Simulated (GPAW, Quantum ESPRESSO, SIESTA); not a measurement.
# Birch–Murnaghan line for zincblende InAs, GPAW plane waves, PBE

Calculated with GPAW 26.7.0: PBE; plane waves, PAW, 650 eV; k-mesh 6×6×6. The volume is changed in steps from typed lattice constants. V0 = 29.51 Å³ an atom is where a Birch–Murnaghan fit to this level's pressures, the withheld one apart, crosses zero; rows within 2.5 % of V0 are left out, since F is ill-conditioned there. The typed cell is scaled evenly, with no relaxation, and each row is a single point.

| volume (Å³/atom) | pressure (GPa) |
| --- | --- |
| 27.275 | 4.681 |
| 27.868 | 3.232 |
| 28.461 | 1.942 |
| 30.833 | -1.942 |
| 31.426 | -2.659 |
| 32.019 | ? |

Task: Fit the third-order Birch–Murnaghan equation to the rows given and extrapolate to the withheld row.

Worked fit:

Take the Eulerian strain f = ½[(V0/V)^(2/3) − 1] and the normalised pressure F = P / [3f(1 + 2f)^(5/2)]. The third-order Birch–Murnaghan equation is then the line F = B0 + (3/2)B0(B′ − 4) f, so u = f and v = F.

| u = f | v = F (GPa) |
| --- | --- |
| 0.0269543 | 50.7670 |
| 0.0194522 | 50.3433 |
| 0.0122116 | 49.9067 |
| -0.0144071 | 48.3386 |
| -0.0205352 | 47.9327 |

With n = 5: mean u = 0.00473515, mean v = 49.4577, Σ(u − ū)² = 0.0017712, Σ(u − ū)(v − v̄) = 0.10544. Slope b = 0.10544 / 0.0017712 = 59.531; intercept a = v̄ − b ū = 49.176.

So B0 = 49.18 GPa and B′ = 4 + 2b/(3a) = 4.81. At the withheld volume f = -0.02647, F = 47.60 GPa, and P = 3f(1 + 2f)^(5/2) F.

Prediction at 32.019: -3.300 GPa. The run gave -3.296 GPa, so the fit is low by 0.0037 GPa (0.11 % of the value).

A fit to this level's energies over the whole scan gives V0 = 29.513 Å³, B0 = 49.16 GPa and B′ = 4.82. Among the rows given, the largest miss of the fit is at 27.275, by 0.0012 GPa (0.015 % of the range of the table).

Limits: The nuclei are static. The DFT runs use Fermi–Dirac occupations of width 0.01 eV, and energies are free energies.

[Hosts, paths, dates, database ids (printed as entryN), source tags and the programs' standing remarks are cut or masked in the printed files.]
